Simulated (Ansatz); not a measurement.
**LuP (Fm-3m): phonons and vibrational spectra**

Task: relax LuP (Fm-3m), then find its harmonic phonons.

Method: DFT PBEsol, scalar-relativistic, plane waves, PAW; PAW set soft_1, in Ansatz 0.2.0.

## Step 1: The structure

The structure is cubic, space group Fm-3m (No. 225). The conventional cell has a = 5.524 Å, b = 5.524 Å, c = 5.524 Å, α = 90.00°, β = 90.00°, γ = 90.00°. Nearest to Lu lie 6 P at 2.76 Å. Nearest to P lie 6 Lu at 2.76 Å. Farther neighbours are not listed.

## Step 2: Bringing the structure to rest

The cell and atoms are relaxed, since residual forces and stress would shift the frequencies.

input.yaml reads:

```yaml
crystal:
  lattice:
    - [0.0, 2.7618574834, 2.7618574834]
    - [2.7618574834, 0.0, 2.7618574834]
    - [2.7618574834, 2.7618574834, 0.0]
  atoms:
    - { symbol: Lu, position: [0.0, 0.0, 0.0] }
    - { symbol: P, position: [0.5, 0.5, 0.5] }
kpoints:
  mp_grid: { grid: [14, 14, 14] }
hamiltonian:
  xc: pbesol
  pseudopotentials: { kind: paw, azcp: { folder: soft_1 }, xc_functional: pbe }
scf:
  occupations: { method: gaussian, width: 0.1 }
output:
  forces: true
  stress: true
  eigenvalues: true
relax:
  adjacent_minimum: "off"
  f_tol: 0.005
  max_steps: 80
  cell: { stress_tol: 0.05 }
```

The run is started by

```
$ ansatz run input.yaml --threads 4 --pin off --max-ram 10240MiB --backend cpu --events-out ev --progress --plain --runs-dir out
```

Numbers of over 12 decimals in the logs are rounded to 6 here.

Log:

```text
Engine: ansatz 0.2.0, aarch64-unknown-linux-gnu
Pseudopotentials: kind: paw
Pseudopotential: Lu, paw, valence charge 25, recommended cutoff 420 eV (normal), soft_1/Lu.paw.azcp
Pseudopotential: P, paw, valence charge 5, recommended cutoff 420 eV (normal), soft_1/P.paw.azcp
Functional definition: PBEsol
  exchange = pbesol_x
  correlation = pbesol_c
Crystal: 2 atoms, lattice volume = 42.134 Å³
Basis set: ecut = 420 eV, 869 PW (Γ), exchange–correlation on 54×54×54 points (8 copies of the dense FFT grid, shifted against one another)
Bands: 19, of which v1, the nominal top of the filled ones, is band 15 counted from 1 (14 counted from 0)
Symmetry: 48 space group operations
Space group: Fm-3m (ITA 225), of the structure as read, at distance tolerance 3.5e-5 Å
k-points: 104 of 2744
Non-local potential: Lu, projectors of the file, l = 0: 3, l = 1: 2, l = 2: 2, l = 3: 3
Non-local potential: P, projectors of the file, l = 0: 2, l = 1: 2, l = 2: 1
PAW form: soft (Blöchl's): semilocal exchange-correlation on the pseudo side does not see the compensation charge
PAW frozen core: Lu, regenerated for the run's functional, and the local potential with it (the file was generated under x = pbe(κ = 0.804, μ = 0.219515), c = pbe(β = 0.066725))
PAW frozen core: P, regenerated for the run's functional, and the local potential with it (the file was generated under x = pbe(κ = 0.804, μ = 0.219515), c = pbe(β = 0.066725))
PAW one-centre angular grid: Lu, 590 points (default); XC on 64 Gauss nodes
PAW one-centre angular grid: P, 110 points (default); XC on 64 Gauss nodes
Initial density: superposition of atomic densities (chi_scale 0.1, normalization cell, long waves kept (reshape's long-wave potential 0.00 eV rms))
Initial wavefunctions: pseudopotential atomic-orbital guess
Functional: x = pbesol(κ = 0.804, μ = 0.123457), c = pbesol(β = 0.046)
SCF iter   1: F=—  HF=-15355.400920 eV  |F-HF|=—  |Δ(HF+E_count)|=         —  Δρ=2.81e-2  dr2=3.02e-1  ethr=3.10e-3  ⟨swp⟩=6.4  Hψ=12236  notcnv=0
preconditioner: auto → none  [insulator: Δε(μ)=0.123 eV  Ē_g=12.966 eV  σ=0.100 eV  W_gap=0.54  n_scr=14 (ndim 8)  ℏωp=30.3 eV  f_vac=0.000  D(μ)=0.17/eV (n_scr^D=0)  ε∞_Penn≈6.5]
SCF iter   2: F=—  HF=-15355.344507 eV  |F-HF|=—  |Δ(HF+E_count)|=   5.64e-2  Δρ=1.32e-2  dr2=4.18e-2  ethr=1.01e-3  ⟨swp⟩=3.5  Hψ=4861  notcnv=0
SCF iter   3: F=—  HF=-15355.340921 eV  |F-HF|=—  |Δ(HF+E_count)|=   3.59e-3  Δρ=5.13e-3  dr2=8.75e-3  ethr=1.39e-4  ⟨swp⟩=2.0  Hψ=3485  notcnv=0
SCF iter   4: F=—  HF=-15355.340595 eV  |F-HF|=—  |Δ(HF+E_count)|=   3.26e-4  Δρ=1.01e-3  dr2=3.52e-4  ethr=2.92e-5  ⟨swp⟩=2.3  Hψ=4386  notcnv=0
SCF iter   5: F=—  HF=-15355.340116 eV  |F-HF|=—  |Δ(HF+E_count)|=   4.79e-4  Δρ=4.77e-4  dr2=5.62e-5  ethr=1.17e-6  ⟨swp⟩=3.1  Hψ=4850  notcnv=0
SCF iter   6: F=—  HF=-15355.340112 eV  |F-HF|=—  |Δ(HF+E_count)|=   4.57e-6  Δρ=5.54e-5  dr2=4.39e-7  ethr=1.87e-7  ⟨swp⟩=2.1  Hψ=3623  notcnv=0
SCF iter   7: F=-15355.340112 eV  HF=-15355.340112 eV  |F-HF|=9.04e-9  |Δ(HF+E_count)|=   2.33e-7  Δρ=1.71e-5  dr2=5.95e-8  ethr=3.33e-10  ⟨swp⟩=11.0  Hψ=14954  notcnv=0
SCF 1 converged in 7 iterations: F = -15355.340112 eV  dr2 = 5.95e-8
  greatest PAW one-centre occupation: 0.998 electrons in one spin orbital (limit 2), on the Lu atom at site 0 (counted from 0), in its partial waves of l = 0
relax step   1: F+E_penalty+E_count = -15355.34011202 eV  Δ(F+E_penalty+E_count) = +0.000e0 eV  max|allowed force component| = 2.012e-29 eV/Å  Δτ_max = 0.0000 Å  P = -3.642 GPa  Ω = 42.134 Å³  (7 SCF iters, dr2 threshold 1.00e-7 eV, accepted)
Crystal: 2 atoms, lattice volume = 38.862 Å³
Basis set: ecut = 420 eV, 749 PW (Γ), exchange–correlation on 54×54×54 points (8 copies of the dense FFT grid, shifted against one another)
Initial density: handed on by an earlier stage of this run
Initial wavefunctions: those handed on with the density
iter 1 solved again at ethr=1.06e-5 eV; its pass at ethr=3.10e-3 eV (dr2=3.19e-3 eV) is discarded
SCF iter   1: F=—  HF=-15355.344711 eV  |F-HF|=—  |Δ(HF+E_count)|=         —  Δρ=4.11e-3  dr2=3.20e-3  ethr=1.06e-5  ⟨swp⟩=2.5  Hψ=17395  notcnv=0
preconditioner: auto → Kerker (q_TF=auto, 2.613 Å⁻¹)  [metal: Δε(μ)=0.033 eV  Ē_g=12.965 eV  σ=0.100 eV  W_gap=0.18  n_scr=14 (ndim 8)  ℏωp=31.5 eV  f_vac=0.000  D(μ)=0.32/eV (n_scr^D=0)]
SCF iter   2: F=—  HF=-15355.343545 eV  |F-HF|=—  |Δ(HF+E_count)|=   1.17e-3  Δρ=1.60e-3  dr2=1.32e-3  ethr=1.06e-5  ⟨swp⟩=3.2  Hψ=4173  notcnv=0
SCF iter   3: F=—  HF=-15355.343031 eV  |F-HF|=—  |Δ(HF+E_count)|=   5.14e-4  Δρ=1.51e-3  dr2=6.07e-4  ethr=4.39e-6  ⟨swp⟩=3.2  Hψ=4330  notcnv=0
SCF iter   4: F=—  HF=-15355.342801 eV  |F-HF|=—  |Δ(HF+E_count)|=   2.30e-4  Δρ=6.66e-4  dr2=1.61e-4  ethr=2.02e-6  ⟨swp⟩=2.4  Hψ=3570  notcnv=0
SCF iter   5: F=—  HF=-15355.342734 eV  |F-HF|=—  |Δ(HF+E_count)|=   6.64e-5  Δρ=1.71e-4  dr2=8.59e-6  ethr=5.38e-7  ⟨swp⟩=2.8  Hψ=3527  notcnv=0
SCF iter   6: F=—  HF=-15355.342732 eV  |F-HF|=—  |Δ(HF+E_count)|=   2.21e-6  Δρ=4.19e-5  dr2=4.08e-7  ethr=2.86e-8  ⟨swp⟩=2.1  Hψ=3463  notcnv=0
SCF iter   7: F=-15355.342732 eV  HF=-15355.342732 eV  |F-HF|=9.53e-10  |Δ(HF+E_count)|=   1.74e-9  Δρ=1.10e-5  dr2=1.69e-8  ethr=6.67e-10  ⟨swp⟩=10.2  Hψ=14341  notcnv=0
SCF 2 converged in 7 iterations: F = -15355.342732 eV  dr2 = 1.69e-8
relax step   2: F+E_penalty+E_count = -15355.34273208 eV  Δ(F+E_penalty+E_count) = -2.620e-3 eV  max|allowed force component| = 9.203e-31 eV/Å  Δτ_max = 0.0000 Å  P = +3.958 GPa  Ω = 38.862 Å³  energy of the carried Pulay correction = +9.522e-4 eV  (7 SCF iters, dr2 threshold 2.00e-7 eV, accepted)
Crystal: 2 atoms, lattice volume = 40.500 Å³
iter 1 solved again at ethr=2.90e-6 eV; its pass at ethr=3.10e-3 eV (dr2=8.70e-4 eV) is discarded
SCF iter   1: F=—  HF=-15355.361334 eV  |F-HF|=—  |Δ(HF+E_count)|=         —  Δρ=2.27e-3  dr2=9.94e-4  ethr=2.90e-6  ⟨swp⟩=3.3  Hψ=17012  notcnv=0
preconditioner: auto → Kerker (q_TF=auto, 2.595 Å⁻¹)  [metal: Δε(μ)=0.019 eV  Ē_g=12.967 eV  σ=0.100 eV  W_gap=0.11  n_scr=14 (ndim 8)  ℏωp=30.9 eV  f_vac=0.000  D(μ)=0.30/eV (n_scr^D=0)]
SCF iter   2: F=—  HF=-15355.360991 eV  |F-HF|=—  |Δ(HF+E_count)|=   3.43e-4  Δρ=8.06e-4  dr2=3.55e-4  ethr=2.90e-6  ⟨swp⟩=3.5  Hψ=4391  notcnv=0
SCF iter   3: F=—  HF=-15355.360831 eV  |F-HF|=—  |Δ(HF+E_count)|=   1.61e-4  Δρ=7.97e-4  dr2=1.77e-4  ethr=1.18e-6  ⟨swp⟩=3.4  Hψ=4399  notcnv=0
SCF iter   4: F=—  HF=-15355.360762 eV  |F-HF|=—  |Δ(HF+E_count)|=   6.84e-5  Δρ=3.50e-4  dr2=4.67e-5  ethr=5.88e-7  ⟨swp⟩=2.6  Hψ=3475  notcnv=0
SCF iter   5: F=—  HF=-15355.360745 eV  |F-HF|=—  |Δ(HF+E_count)|=   1.75e-5  Δρ=9.38e-5  dr2=2.63e-6  ethr=1.56e-7  ⟨swp⟩=2.7  Hψ=3541  notcnv=0
SCF iter   6: F=—  HF=-15355.360744 eV  |F-HF|=—  |Δ(HF+E_count)|=   5.07e-7  Δρ=2.15e-5  dr2=1.25e-7  ethr=6.67e-10  ⟨swp⟩=8.9  Hψ=16040  notcnv=0
SCF iter   7: F=-15355.360744 eV  HF=-15355.360744 eV  |F-HF|=2.28e-9  |Δ(HF+E_count)|=   2.31e-8  Δρ=3.37e-6  dr2=3.50e-9  ethr=4.17e-10  ⟨swp⟩=6.3  Hψ=9556  notcnv=0
SCF 3 converged in 7 iterations: F = -15355.360744 eV  dr2 = 3.50e-9
relax step   3: F+E_penalty+E_count = -15355.36074420 eV  Δ(F+E_penalty+E_count) = -1.801e-2 eV  max|allowed force component| = 1.643e-30 eV/Å  Δτ_max = 0.0000 Å  P = -0.205 GPa  Ω = 40.500 Å³  energy of the carried Pulay correction = +4.661e-4 eV  (7 SCF iters, dr2 threshold 2.00e-7 eV, accepted)
[...]
relax step   4: F+E_penalty+E_count = -15355.36082534 eV  Δ(F+E_penalty+E_count) = -8.114e-5 eV  max|allowed force component| = 6.574e-30 eV/Å  Δτ_max = 0.0000 Å  P = -0.011 GPa  Ω = 40.416 Å³  energy of the carried Pulay correction = +4.905e-4 eV  (4 SCF iters, dr2 threshold 1.05e-7 eV, accepted)
Initial wavefunctions: pseudopotential atomic-orbital guess (no wavefunctions were taken with the density)
iter 1 solved again at ethr=1.87e-8 eV; its pass at ethr=3.10e-3 eV (dr2=5.60e-6 eV) is discarded
SCF iter   1: F=—  HF=-15355.360368 eV  |F-HF|=—  |Δ(HF+E_count)|=         —  Δρ=4.27e-5  dr2=1.41e-7  ethr=1.87e-8  ⟨swp⟩=6.1  Hψ=22871  notcnv=0
preconditioner: auto → Kerker (q_TF=auto, 2.596 Å⁻¹)  [metal: Δε(μ)=0.006 eV  Ē_g=12.947 eV  σ=0.100 eV  W_gap=0.03  n_scr=14 (ndim 8)  ℏωp=30.9 eV  f_vac=0.000  D(μ)=0.30/eV (n_scr^D=0)]
SCF iter   2: F=—  HF=-15355.360364 eV  |F-HF|=—  |Δ(HF+E_count)|=   4.12e-6  Δρ=3.47e-5  dr2=2.26e-7  ethr=4.69e-10  ⟨swp⟩=3.5  Hψ=5353  notcnv=0
SCF iter   3: F=—  HF=-15355.360364 eV  |F-HF|=—  |Δ(HF+E_count)|=   4.98e-8  Δρ=1.89e-5  dr2=4.47e-8  ethr=4.69e-10  ⟨swp⟩=3.2  Hψ=4170  notcnv=0
SCF iter   4: F=—  HF=-15355.360364 eV  |F-HF|=—  |Δ(HF+E_count)|=   2.23e-8  Δρ=3.93e-6  dr2=3.27e-9  ethr=1.49e-10  ⟨swp⟩=2.2  Hψ=3295  notcnv=0
SCF iter   5: F=—  HF=-15355.360364 eV  |F-HF|=—  |Δ(HF+E_count)|=   1.32e-9  Δρ=1.03e-6  dr2=4.78e-10  ethr=1.09e-11  ⟨swp⟩=2.7  Hψ=3627  notcnv=0
SCF iter   6: F=—  HF=-15355.360364 eV  |F-HF|=—  |Δ(HF+E_count)|=  4.00e-11  Δρ=3.49e-7  dr2=4.96e-11  ethr=1.59e-12  ⟨swp⟩=2.1  Hψ=3319  notcnv=0
SCF iter   7: F=-15355.360364 eV  HF=-15355.360364 eV  |F-HF|=1.09e-11  |Δ(HF+E_count)|=  1.46e-11  Δρ=8.30e-8  dr2=3.00e-12  ethr=1.00e-12  ⟨swp⟩=9.0  Hψ=14094  notcnv=0
SCF 5 converged in 7 iterations: F = -15355.360364 eV  dr2 = 3.00e-12
relax step   5: F+E_penalty+E_count = -15355.36036378 eV  Δ(F+E_penalty+E_count) = +4.616e-4 eV  max|allowed force component| = 1.405e-29 eV/Å  Δτ_max = 0.0000 Å  P = -0.016 GPa  Ω = 40.416 Å³  stress off target by 1.63e-2 GPa  SCF on the basis re-selected at this cell (its energy is not comparable with the rows above)  (7 SCF iters)
basis re-selected at this cell: Δ(F+E_penalty+E_count) = +4.616e-4 eV, ΔP = -0.006 GPa vs the last step (what re-selecting the basis moved, of the pressure what is left beyond the Pulay correction that the steps carried, after the strain that the cell walked since its last selection, with what the two solves' SCF thresholds leave and, on support functions, any second-order correction that the steps lacked; it is no m [...]
SCF converged after 7 iterations
Free energy (F): -15355.360364 eV
Harris-Foulkes:  -15355.360364 eV  (|F-HF|=1.09e-11)
Internal energy: -15355.358846 eV  (E = F + TS)
E sigma→0 (E₀):  -15355.359605 eV
Entropy (-TS):   -0.001518 eV (-0.759 meV/atom)
Fermi energy:    12.962752 eV
--- Per-component energies (eV) ---
  E_band       = 27.917611
  E_kinetic    = 491.355422
  E_local      = -7150.599973  (includes V_loc(G=0)·N_el)
  E_nonlocal   = 716.150114
  E_hartree    = 3009.425353
  E_xc         = -280.984770
  E_vxc        = -316.449309  (∫ρ·V_xc dr)
  E_paw        = -7843.140699  (= ΣΔE_a)
  E_vpaw       = 268.610750  (= ΣTr[D̂ρ^β])
  E_aug_tail   = -0.000018  (compensation charges beyond the density's cutoff)
  E_ewald      = -4298.802255
  E_core_change = 1.237981  (= ΣΔE_core)
  E_smearing   = -0.001518  (= −TS)
  E_closure    = 0.000000  (closes the sum)
  Σ components = -15355.360364   (vs F -15355.360364, Δ=0.00e0)
--- Forces (eV/Å), atoms counted from 1 ---
  atom   1  Lu    -0.00000000     0.00000000    -0.00000000
  atom   2  P      0.00000000    -0.00000000    -0.00000000
  max |Σ_I F_I| component: 2.66e-29 eV/Å
--- Stress (GPa, compression-positive) ---
       -0.016329      -0.000000      -0.000000
       -0.000000      -0.016329      -0.000000
       -0.000000      -0.000000      -0.016329
  P = ⅓ Tr σ = -0.0163 GPa (-0.163 kbar)
--- Band table (eV; the first three rows and the last of 104) ---
  k-point 0: bands = [... 11 lower, 8.7434, 13.7042, 13.7042, 13.7042, 14.5481, 14.5481, 14.5481, 15.4527]
  k-point 1: bands = [... 11 lower, 8.7435, 13.0468, 13.2895, 13.2895, 14.7125, 14.7125, 14.8589, 15.9046]
  k-point 2: bands = [... 11 lower, 8.7437, 11.9671, 12.6205, 12.6205, 15.0247, 15.0247, 15.1243, 16.8597]
  k-point 103: bands = [... 11 lower, 8.7380, 10.1383, 10.4106, 10.4414, 15.6331, 16.7216, 16.9179, 18.9427]
--- Relaxed structure (4 steps of the walk, 4 accepted, 1 SCFs on fresh bases) ---
  F+E_penalty+E_count = -15355.36036378 eV   max|allowed force component| = 1.405e-29 eV/Å   (the final SCF, on the basis selected at the relaxed cell)
  cell:  # Å, volume = 40.4159 Å³
    - [0, 2.723793, 2.723793]
    - [2.723793, 0, 2.723793]
    - [2.723793, 2.723793, 0]
  atoms:
    - { symbol: Lu, position: [0, 0, 0] }
    - { symbol: P, position: [0.500000, 0.500000, 0.500000] }
```

Wall time 9.1 s (4 threads of Arm Neoverse V1, shared host); peak memory 0.41 GiB; 34 s of CPU time.

Step by step:

```tsv
step	energy less that of the first step (eV)	largest force component (eV/Å)	pressure (GPa)	volume (Å³)
1	0.0000	0.0000	-3.64	42.13
2	-0.0026	0.0000	3.96	38.86
3	-0.0206	0.0000	-0.21	40.50
4	-0.0207	0.0000	-0.01	40.42
5*	-0.0203	0.0000	-0.02	40.42
```

Relaxation steps marked * repeat the geometry before them on a plane-wave basis chosen anew for their cell, so energy and pressure can jump there.

The run keeps the 48 symmetry operations that it works with, so distortions that break them were not tested.

```tsv
conventional cell, symmetrised	before	after	change
a (Å)	5.524	5.448	-1.4 %
b (Å)	5.524	5.448	-1.4 %
c (Å)	5.524	5.448	-1.4 %
volume (Å³/atom)	21.07	20.21	-4.1 %
```

Final coordinates:

```cif
data_structure
_symmetry_space_group_name_H-M 'P 1'
_symmetry_Int_Tables_number 1
_cell_length_a 3.8520
_cell_length_b 3.8520
_cell_length_c 3.8520
_cell_angle_alpha 60.000
_cell_angle_beta 60.000
_cell_angle_gamma 60.000
_cell_volume 40.42
loop_
_atom_site_label
_atom_site_type_symbol
_atom_site_fract_x
_atom_site_fract_y
_atom_site_fract_z
_atom_site_occupancy
Lu1 Lu 0.00000 0.00000 0.00000 1
P2 P 0.50000 0.50000 0.50000 1
```

This step gave:

```yaml
pressure: -0.01633 GPa
volume_per_atom: 20.21 Å³
gap_on_the_k_mesh: 0 eV
```

In this step the volume went from 21.07 to 20.21 Å³/atom.

## Step 3: Tight relaxation

Phonons need a cell at rest on their own settings, so the relaxation is repeated with tight tolerances on forces and stress on the k mesh and occupations of the first response run.

input.yaml, the sections that differ from step 2:

```yaml
crystal:
  lattice:
    - [0.0, 2.7237932512, 2.7237932512]
    - [2.7237932512, 0.0, 2.7237932512]
    - [2.7237932512, 2.7237932512, 0.0]
  atoms:
    - { symbol: Lu, position: [0.0, 0.0, 0.0] }
    - { symbol: P, position: [0.5, 0.5, 0.5] }
kpoints:
  mp_grid: { grid: [16, 16, 16] }
scf:
  occupations: { method: methfessel_paxton, width: 0.2 }
relax:
  adjacent_minimum: "off"
  f_tol: 0.001
  max_steps: 60
  cell: { stress_tol: 0.01 }
# hamiltonian, output: as in step 2
```

Log:

```text
[...]
Crystal: 2 atoms, lattice volume = 40.416 Å³
Basis set: ecut = 420 eV, 749 PW (Γ), exchange–correlation on 54×54×54 points (8 copies of the dense FFT grid, shifted against one another)
Bands: 19, of which v1, the nominal top of the filled ones, is band 15 counted from 1 (14 counted from 0)
Symmetry: 48 space group operations
[...]
k-points: 145 of 4096
[...]
k-point 144: bands = [... 11 lower, 8.7444, 10.2767, 10.2767, 10.3386, 16.2855, 16.2855, 16.7329, 18.9492]
--- Relaxed structure (3 steps of the walk, 3 accepted, 1 SCFs on fresh bases) ---
[...]
cell:  # Å, volume = 40.4054 Å³
    - [0, 2.723556, 2.723556]
    - [2.723556, 0, 2.723556]
    - [2.723556, 2.723556, 0]
  atoms:
    - { symbol: Lu, position: [0, 0, 0] }
    - { symbol: P, position: [0.500000, 0.500000, 0.500000] }
[key lines of the parts left out:]
SCF converged after 5 iterations
Free energy (F): -15355.359847 eV
Fermi energy:    13.001459 eV
P = ⅓ Tr σ = -0.0000 GPa (-0.000 kbar)
```

It took 9.2 s on 4 threads; peak memory 0.42 GiB.

Little changed from the start: no atom moved by 0.005 Å and no cell edge by 0.1 %.

This step gave:

```yaml
pressure: -1.70e-6 GPa
volume_per_atom: 20.20 Å³
```

The forces vanish by symmetry and the pressure is 0.000 GPa, within the tolerances set. The cell now holds 20.20 Å³/atom.

## Step 4: Linear response at the zone centre

The zone centre comes first: it holds the modes that light can see, as far as symmetry allows. No field response is asked, since the mesh shows no gap.

input.yaml, the sections that differ from step 3:

```yaml
crystal:
  lattice:
    - [0.0, 2.7235563647, 2.7235563647]
    - [2.7235563647, 0.0, 2.7235563647]
    - [2.7235563647, 2.7235563647, 0.0]
  atoms:
    - { symbol: Lu, position: [0.0, 0.0, 0.0] }
    - { symbol: P, position: [0.5, 0.5, 0.5] }
output:
  eigenvalues: true
phonons:
  method: dfpt
# kpoints, hamiltonian, scf: as in step 3
# relax: removed
```

Log:

```text
[...]
Crystal: 2 atoms, lattice volume = 40.405 Å³
Basis set: ecut = 420 eV, 749 PW (Γ), exchange–correlation on 54×54×54 points (8 copies of the dense FFT grid, shifted against one another)
Bands: 19, of which v1, the nominal top of the filled ones, is band 15 counted from 1 (14 counted from 0)
Symmetry: 48 space group operations
k-points: 349 of 4096 (irreducible under 8 space group operations, time reversal used)
[...]
SCF iter   1: F=—  HF=-15355.418182 eV  |F-HF|=—  |Δ(HF+E_count)|=         —  Δρ=2.83e-2  dr2=2.79e-1  ethr=3.10e-3  ⟨swp⟩=6.2  Hψ=40687  notcnv=0
[...]
SCF iter  11: F=-15355.359847 eV  HF=-15355.359847 eV  |F-HF|=0.00e0  |Δ(HF+E_count)|=  1.06e-10  S|Δr|=    0.00e0  Δρ=8.16e-8  dr2=1.29e-12  ethr=1.00e-12  ⟨swp⟩=9.3  Hψ=64046  notcnv=0
SCF 1 converged in 11 iterations: F = -15355.359847 eV  dr2 = 1.29e-12
[...]
DFPT response loops at Γ: preconditioner auto → Kerker (q_TF=auto, 2.596 Å⁻¹) (partly filled bands, converged f_vac=0.000); β = 1.00, the filter's whole step (`scf.mixing.beta` (0.50) is not read by the response loops under this deck's `scf.mixing.preconditioner`; to damp them name `kerker` or `kerker_dos`, under which they read `scf.mixing.beta`, and type it under 1.00, their step now; both keys bind the ground state too); Broyden in place of MSR1
SCF converged after 11 iterations
[...]
Free energy (F): -15355.359847 eV
[...]
Internal energy: -15355.359722 eV  (E = F + TS)
E sigma→0 (E₀):  -15355.359816 eV
Entropy (-TS):   -0.000126 eV (-0.063 meV/atom)
Fermi energy:    13.001459 eV
[...]
--- Band table (eV; the first three rows and the last of 349) ---
  k-point 0: bands = [... 11 lower, 8.7482, 13.7084, 13.7084, 13.7084, 14.5519, 14.5519, 14.5519, 15.4567]
  k-point 1: bands = [... 11 lower, 8.7482, 13.1730, 13.3723, 13.3723, 14.6860, 14.6860, 14.8179, 15.8131]
  k-point 2: bands = [... 11 lower, 8.7484, 12.2498, 12.7912, 12.7912, 14.9376, 14.9376, 15.0745, 16.6027]
  k-point 348: bands = [... 11 lower, 8.7444, 10.2767, 10.2767, 10.3386, 16.2855, 16.2855, 16.7329, 18.9492]
--- Phonons (Γ-DFPT): 2 representative perturbations + reference, on 349 of 4096 k-points (Σ response iterations 7) ---
  k mesh reduced under 8 symmetry operations, with k and −k counted as one. Each operation leaves every solved perturbation unchanged. A smaller set is not used because it would not reduce the number of displacements times k-points to solve
  ASR residual: 7.741e-5 → 0.000e0 eV/Å²; symmetrization residual: 4.661e-7 eV/Å²
  ASR residual per site (eV/Å²): 7.74e-5 7.00e-6
  Γ frequencies (cm⁻¹): 0.00 0.00 0.00 260.19 260.19 260.19
  non-analytic LO–TO correction: not included (Born effective charges unavailable; polar crystals: no LO–TO splitting at Γ)
```

It took 26 s on 4 threads; peak memory 1 GiB.

Reading the cycles: dr2 is the Hartree energy of the density residual (eV), the measure of convergence; HF is the Harris–Foulkes estimate of the energy, which meets the free energy F at convergence.

This step gave:

```
sum-rule residual before enforcement                    : 7.74e-5 eV/Å²
point group                                             : m-3m
highest optical mode at the zone centre (no LO-TO term) : 260.2 cm⁻¹
lowest optical zone-centre mode                         : 260.2 cm⁻¹
```

Patterns of degenerate modes are one choice out of their space. Modes at Γ, with each element's share of the kinetic energy:

```tsv
mode	frequency (cm⁻¹)	symmetry	Lu %	P %
1	0.0	acoustic	85	15
2	0.0	acoustic	85	15
3	0.0	acoustic	85	15
4	260.2	T1u	15	85
5	260.2	T1u	15	85
6	260.2	T1u	15	85
```

Displacements in mode 5 (260.2 cm⁻¹), the largest set to 1:
```
Lu1  0.00  0.00 -0.18
P2   0.00  0.00  1.00
```

Before it was imposed, the acoustic sum rule was missed by 7.7e-5 eV/Å². Small misses are needed for a sound result but don't prove that mesh and cutoff are converged. The lowest optical mode is real, 260 cm⁻¹.

[end of part 1 of 2]

[Logs are printed without paths, hosts, clocks, repeated set-up lines and the standing remarks that a program may print on its own settings, such as how far it seeks lower states.]

[Hosts, paths, dates, database ids (printed as entryN), source tags and the programs' standing remarks are cut or masked in the printed files.]
